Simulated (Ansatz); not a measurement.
# NaGeF3 (model cell, started as cubic perovskite with Ge in the octahedra): phonons and vibrational spectra, part 3 of 3

Aim: the vibrations of NaGeF3 (model cell, started as cubic perovskite with Ge in the octahedra), their spectra, and whether the structure is stable.

Ansatz 0.2.0; DFT PBEsol, scalar-relativistic, plane waves, PAW; PAW set soft_1.

So far. Step 5 (Tight relaxation, k-mesh 12×12×12): The forces vanish by symmetry and the pressure is -0.010 GPa, within the tolerances set. The cell now holds 16.36 Å³/atom. Step 6 (Modes at Γ): Before it was imposed, the acoustic sum rule was missed by 2.9e-4 eV/Å² and the charge sum rule by 0.0013 e. Small misses are needed for a sound result but don't prove that mesh and cutoff are converged. Against the first mesh the highest mode moved by +0.1 cm⁻¹. The relaxed cell has a = 4.341 Å (conventional setting).

The structure was built from a prototype and need not be the compound's stable phase.

### Step 7. Response at finite wavevector

Stability and thermal properties need the whole zone. Linear response on a 2×2×2 q mesh gives force constants as far as a supercell of that size would, and the tensors from the zone-centre run are typed in so that the long-range dipole term is interpolated apart.

Contents of input.yaml:

```yaml
crystal:
  lattice:
    - [4.3407137908, 0.0, 0.0]
    - [0.0, 4.3407137908, 0.0]
    - [0.0, 0.0, 4.3407137908]
  atoms:
    - { symbol: Na, position: [0.0, 0.0, 0.0] }
    - { symbol: Ge, position: [0.5, 0.5, 0.5] }
    - { symbol: F, position: [0.5, 0.5, 0.0] }
    - { symbol: F, position: [0.5, 0.0, 0.5] }
    - { symbol: F, position: [0.0, 0.5, 0.5] }
kpoints:
  mp_grid: { grid: [12, 12, 12] }
hamiltonian:
  xc: pbesol
  pseudopotentials: { kind: paw, azcp: { folder: soft_1 }, xc_functional: pbe }
scf:
  occupations: { method: fixed }
output:
  eigenvalues: true
phonons:
  method: dfpt
  qmesh: [2, 2, 2]
  temperatures: { t_max: 1000, t_step: 50 }
  qpath:
    path:
      - [[0.0, 0.0, 0.0], [0.0, 0.5, 0.0], [0.5, 0.5, 0.0], [0.0, 0.0, 0.0], [0.5, 0.5, 0.5], [0.0, 0.5, 0.0]]
      - [[0.5, 0.5, 0.5], [0.5, 0.5, 0.0]]
    npoints: 10
  non_analytic_term:
    high_frequency_dielectric_tensor: [[3.6621, 0.0, 0.0], [0.0, 3.6621, 0.0], [0.0, 0.0, 3.6621]]
    born_effective_charges:
      - { species: Na, tensor: [[1.2203, 0.0, 0.0], [0.0, 1.2203, 0.0], [0.0, 0.0, 1.2203]] }
      - { species: Ge, tensor: [[3.677, 0.0, 0.0], [0.0, 3.677, 0.0], [0.0, 0.0, 3.677]] }
      - { species: F, tensor: [[-0.4161, 0.0, 0.0], [0.0, -0.4161, 0.0], [0.0, 0.0, -4.0652]] }
      - { species: F, tensor: [[-0.4161, 0.0, 0.0], [0.0, -4.0652, 0.0], [0.0, 0.0, -0.4161]] }
      - { species: F, tensor: [[-4.0652, 0.0, 0.0], [0.0, -0.4161, 0.0], [0.0, 0.0, -0.4161]] }
    source: "zone-centre run at this cell"
```

The run is started by

```bash
$ ansatz run input.yaml --threads 8 --pin off --max-ram 16384MiB --backend cpu --events-out ev --progress --plain --runs-dir out
```

Numbers of over 12 decimals in the logs are rounded to 6 here.

What it wrote:

```text
[...]
Crystal: 5 atoms, lattice volume = 81.787 Å³
Basis set: ecut = 420 eV, 1575 PW (Γ), exchange–correlation on 60×60×60 points (8 copies of the dense FFT grid, shifted against one another)
Bands: 27, of which v1, the nominal top of the filled ones, is band 22 counted from 1 (21 counted from 0)
Symmetry: 48 space group operations
k-points: 84 of 1728
[...]
SCF iter   1: F=—  HF=-8137.935811 eV  |F-HF|=—  |Δ(HF+E_count)|=         —  Δρ=1.54e-1  dr2=1.50e1  ethr=3.10e-3  ⟨swp⟩=4.3  Hψ=7945  notcnv=0  defer=212
[...]
SCF iter  13: F=-8133.000186 eV  HF=-8133.000186 eV  |F-HF|=1.46e-11  |Δ(HF+E_count)|=  7.37e-11  Δρ=1.19e-7  dr2=9.99e-12  ethr=1.00e-12  ⟨swp⟩=11.6  Hψ=13933  notcnv=0
SCF 1 converged in 13 iterations: F = -8133.000186 eV  dr2 = 9.99e-12
[...]
NSCF: frozen V_eff on 84 k-points
[...]
DFPT response loops at q = (0, 0, 0) (fractional): preconditioner auto → none (the input reference at scf.mixing.eps_inf says where Resta's filter doesn't serve); β = 0.50; Broyden in place of MSR1
[...]
SCF converged after 13 iterations
Free energy (F): -8133.000186 eV
[...]
Internal energy: -8133.000186 eV  (E = F + TS)
E sigma→0 (E₀):  -8133.000186 eV
Fermi energy:    5.382689 eV
[...]
--- Band table (eV; the first three rows and the last of 84) ---
  k-point 0: bands = [... 18 lower, -0.1877, -0.1804, -0.1804, -0.1804, 6.6862, 10.8569, 10.8569, 10.8569, ... 1 higher]
  k-point 1: bands = [... 18 lower, -0.1881, -0.1832, -0.1832, -0.0331, 6.7476, 10.6239, 10.8443, 10.8443, ... 1 higher]
  k-point 2: bands = [... 18 lower, -0.2087, -0.1828, -0.1828, 0.4220, 6.9141, 10.1209, 10.8094, 10.8094, ... 1 higher]
  k-point 83: bands = [... 18 lower, 0.2439, 0.2439, 0.2439, 5.3827, 7.1702, 7.1702, 7.1702, 9.2882, ... 1 higher]
--- Phonons (Γ-DFPT): 4 representative perturbations + reference (Σ response iterations 13) ---
  ASR residual: 2.839e-4 → 0.000e0 eV/Å²; symmetrization residual: 4.914e-6 eV/Å²
  ASR residual per site (eV/Å²): 2.84e-4 4.51e-5 4.25e-5 4.25e-5 4.25e-5
[...]
--- Phonons (arbitrary-q DFPT): 4 irreducible q on the 2×2×2 mesh ---
  q = [0.0000, 0.0000, 0.0000] (star 1, of the zone-centre solve; hermiticity 3.04e-6, symmetrization 6.40e-12): -237.60 -237.60 -237.60 -112.74 -112.74 -112.74 -56.76 -56.76 -56.76 -0.00 0.00 0.00 144.86 144.86 144.86
  q = [0.0000, 0.0000, -0.5000] (star 3, 9 solved perturbations in 2646 linear systems a pass and spin channel, the states on 343 of 1728 k-point pairs; hermiticity 3.61e-7, symmetrization 4.49e-13): -225.92 -225.92 -108.13 -108.13 -54.23 -54.23 -53.80 13.73 80.21 80.21 98.02 112.56 112.56 255.03 395.17
[...]
sum rule: each row above includes the acoustic sum rule's correction from the zone centre's row sums; it moved no ω² by more than (1.83 cm⁻¹)²
  mesh force constants: q→R imaginary residual 1.05e-17; ASR residual 2.839e-4 → 0.000e0 eV/Å²; symmetrization residual 9.770e-15 eV/Å²
  interpolated dispersion: 63 rows × 15 modes
  density of states and harmonic sums: on the 14×14×14 q-mesh, interpolated from the force constants of a 2×2×2 supercell (with the dipole–dipole term of supplied tensors)
  largest difference from the sums on the solved wave vectors: F 2.44e-1 eV, S 2.72e-4 and C_V 7.25e-5 eV/K
  zero-point energy: 0.087990 eV/cell   skipped modes (ω ≤ 0): 847, of them read as no rigid motion or as one in doubt: 844 (7.078e0 modes/cell left out, lowest -237.60 cm⁻¹)   left out of the sums: 4.72e-1 of the cell's modes: C_V's classical limit lies that fraction below 3 k_B per atom; for a crystal, a wire or a layer, F and S can be off by more, and a phonons.interpolated_qmesh denser along its periods is the remedy for the sampling
```

Run time: 3.2 min. Hardware: 8 threads of Arm Neoverse V1, shared host; peak memory 1.9 GiB; 24 min of CPU time.

This step gave:

| Item | Value |
| --- | --- |
| sum-rule residual before enforcement | 2.84e-4 eV/Å² |
| lowest frequency on the path | -237.6 cm⁻¹ |
| highest frequency on the path or at a solved wavevector | 418.4 cm⁻¹ |
| lowest mode on the q mesh (acoustic modes at Γ apart) | -237.6 cm⁻¹ |

Frequencies (cm⁻¹) solved at each irreducible wavevector; negative means imaginary. Frequencies by wavevector, by row:

| q in reciprocal lattice units | star | mode 1 | mode 2 | mode 3 | mode 4 | mode 13 | mode 14 | mode 15 |
| --- | --- | --- | --- | --- | --- | --- | --- | --- |
| 0 0 0 | 1 | -237.6 | -237.6 | -237.6 | -112.7 | 144.9 | 144.9 | 144.9 |
| 0 0 -0.5 | 3 | -225.9 | -225.9 | -108.1 | -108.1 | 112.6 | 255 | 395.2 |
| 0 -0.5 -0.5 | 3 | -213.6 | -123.1 | -116 | -116 | 245.7 | 297.6 | 408.5 |
| -0.5 -0.5 -0.5 | 1 | -123.7 | -123.7 | -123.7 | -111.3 | 297.2 | 297.2 | 418.4 |

Interpolated from a 2×2×2 q mesh, rough between the solved points, with the LO-TO term (at Γ the limit along the path; where Γ stands inside the path, tables give the limit on arrival). The phonon branches at the labelled points (cm⁻¹):

| point | branch 1 | branch 2 | branch 3 | branch 4 | branch 12 | branch 13 | branch 14 | branch 15 |
| --- | --- | --- | --- | --- | --- | --- | --- | --- |
| Γ | -238 | -238 | -167 | -113 | 117 | 145 | 145 | 392 |
| halfway | -232 | -232 | -117 | -110 | 134 | 134 | 186 | 394 |
| X | -226 | -226 | -108 | -108 | 113 | 113 | 255 | 395 |
| halfway | -220 | -119 | -98 | -98 | 184 | 192 | 250 | 395 |
| M | -214 | -123 | -116 | -116 | 246 | 246 | 298 | 408 |
| halfway | -226 | -136 | -104 | -90 | 144 | 179 | 198 | 378 |
| Γ | -238 | -238 | -167 | -113 | 117 | 145 | 145 | 392 |
| halfway | -127 | -127 | -97 | -96 | 181 | 192 | 192 | 366 |
| R | -124 | -124 | -124 | -111 | 215 | 297 | 297 | 418 |
| halfway | -117 | -113 | -111 | -104 | 191 | 205 | 242 | 392 |
| X | -226 | -226 | -108 | -108 | 113 | 113 | 255 | 395 |
| jump to R | -124 | -124 | -124 | -111 | 215 | 297 | 297 | 418 |
| halfway | -123 | -117 | -117 | -99 | 234 | 234 | 297 | 407 |
| M | -214 | -123 | -116 | -116 | 246 | 246 | 298 | 408 |

Tetrahedra on a 14×14×14 mesh, mean over bins of 10 cm-1. Interpolated from a 2×2×2 q mesh, rough between the solved points. Phonon density of states against wavenumber; read off at these points:

wavenumber (cm⁻¹), phonon density of states (1/cm⁻¹/cell) and a bar:
```
     -235      0.004 #
     -215      0.021 ####
     -195      0.009 ##
     -165      0.008 ##
     -145      0.011 ##
     -125      0.055 ###########
     -105      0.142 ##############################
      -75      0.035 #######
      -55      0.048 ##########
      -35      0.025 #####
      -15      0.007 #
       15      0.006 #
       35      0.009 ##
       55      0.019 ####
       75      0.029 ######
      105      0.032 #######
      125      0.038 ########
      135      0.047 ##########
      145      0.045 #########
      165      0.035 #######
      195      0.019 ####
      215      0.028 ######
      235      0.030 ######
      245      0.031 ######
      255      0.012 ##
      285      0.007 #
      305      0.000 
      325      0.000 
      345      0.000 
      375      0.015 ###
      395      0.039 ########
      415      0.001
```

The partial phonon density of states has structure finer than the step of the table below, so its rows give means over 20 cm⁻¹, whole bins alone (the curve runs from -248 to 438 cm⁻¹). Peaks (cm⁻¹: height): F -208.8: 0.0189, -118.2: 0.0594, -53.4: 0.0371, 153.7: 0.0257, 235.7: 0.0124, 278.8: 0.00947, 391.0: 0.0364; Ge -53.4: 0.00351, 114.9: 0.0170, 136.4: 0.0200, 179.6: 0.0211, 240.0: 0.0236; Na -105.2: 0.0670.

Phonopy on the run's constants, 13x13x13 mesh, Gaussian sigma 4.9 cm-1. Interpolated from a 2×2×2 q mesh, rough between the solved points. Table of partial phonon density of states by wavenumber; means over each step; values in 1/cm⁻¹/cell:

| wavenumber (cm⁻¹) | F | Ge | Na |
| --- | --- | --- | --- |
| -220 | 0.0157 | 7.7e-4 | 4.0e-5 |
| -200 | 0.0131 | 6.6e-4 | 3.7e-5 |
| -180 | 0.00379 | 4.0e-4 | 5.3e-5 |
| -160 | 0.00828 | 9.0e-4 | 4.0e-4 |
| -140 | 0.0107 | 8.4e-4 | 0.00151 |
| -120 | 0.0486 | 8.7e-4 | 0.0223 |
| -100 | 0.0445 | 0.00155 | 0.0491 |
| -80 | 0.0245 | 0.00181 | 0.0169 |
| -60 | 0.0280 | 0.00267 | 0.0120 |
| -40 | 0.0255 | 0.00241 | 0.00526 |
| -20 | 0.00601 | 5.0e-4 | 9.4e-4 |
| 0 | 8.5e-4 | 2.7e-4 | 1.8e-4 |
| 20 | 0.00343 | 0.00146 | 9.2e-4 |
| 40 | 0.00590 | 0.00326 | 0.00218 |
| 60 | 0.0134 | 0.00506 | 0.00440 |
| 80 | 0.0171 | 0.00508 | 0.00563 |
| 100 | 0.0194 | 0.0100 | 0.00528 |
| 120 | 0.0186 | 0.0152 | 0.00355 |
| 140 | 0.0233 | 0.0157 | 0.00523 |
| 160 | 0.0223 | 0.0100 | 0.00474 |
| 180 | 0.0111 | 0.0154 | 0.00288 |
| 200 | 0.00413 | 0.00909 | 0.00153 |
| 220 | 0.00848 | 0.0177 | 0.00178 |
| 240 | 0.0104 | 0.0205 | 0.00178 |
| 260 | 0.00389 | 0.00402 | 2.4e-4 |
| 280 | 0.00723 | 2.7e-4 | 5.5e-6 |
| 300 | 0.00272 | 2.0e-5 | 0 |
| 320 | 4.3e-6 | 0 | 0 |
| 340 | 5.3e-7 | 0 | 0 |
| 360 | 0.00173 | 2.7e-4 | 8.3e-5 |
| 380 | 0.0210 | 0.00218 | 7.3e-4 |
| 400 | 0.0214 | 8.2e-4 | 3.4e-4 |
| 420 | 0.00136 | 8.0e-6 | 1.3e-6 |

Symmetry leaves 4 wavevectors to solve. The lowest mode among them, the acoustic zeros apart, lies at Γ and is imaginary, 237.6i cm⁻¹, so the energy falls along it.

### Step 8. Outcome

- space group after relaxation (within 0.01 Å): Pm-3m
- volume per atom: 16.4 Å³
- gap on the k-mesh: 1.30 eV
- highest optical mode at the zone centre (no LO-TO term): 145 cm⁻¹
- top of the zone-centre spectrum with the field: 391 cm⁻¹
- lowest optical zone-centre mode: -238 cm⁻¹
- mean high-frequency dielectric constant: 3.66
- largest Born charge (third of the trace): 3.68 e
- lowest mode on the q mesh (acoustic modes at Γ apart): -238 cm⁻¹
- highest frequency on the path or at a solved wavevector: 418 cm⁻¹
- imaginary modes on the 2×2×2 q mesh: yes

**Reading.** Modes are clearly imaginary (beyond 10i cm⁻¹) at 4 of the 4 irreducible wavevectors, most at Γ (237.6i cm⁻¹), so this structure is not a minimum of the energy. Without the field, the optical modes at Γ span -238 to 145 cm⁻¹ (negative means imaginary). The highest mode in this list at Γ, 144.9 cm⁻¹, has its largest share on Ge (47 % of the kinetic energy). With the macroscopic field of the longitudinal modes the top of the zone-centre spectrum lies at 391 cm⁻¹, against 145 cm⁻¹ without it. Among the real modes, the strongest infrared line is at 145 cm⁻¹. The q mesh stands for a supercell only 8.7 Å across, so branches between the solved wavevectors are rough. The PAW files were made for PBE and serve the other functionals too. The starting cell was built on a prototype and not taken from a measurement, so the phase need not exist. These are harmonic frequencies at zero temperature: anharmonic shifts, linewidths and thermal expansion are left out.

[Logs are printed without paths, hosts, clocks, repeated set-up lines and the standing remarks that a program may print on its own settings, such as how far it seeks lower states.]

[Hosts, paths, dates, database ids (printed as entryN), source tags and the programs' standing remarks are cut or masked in the printed files.]
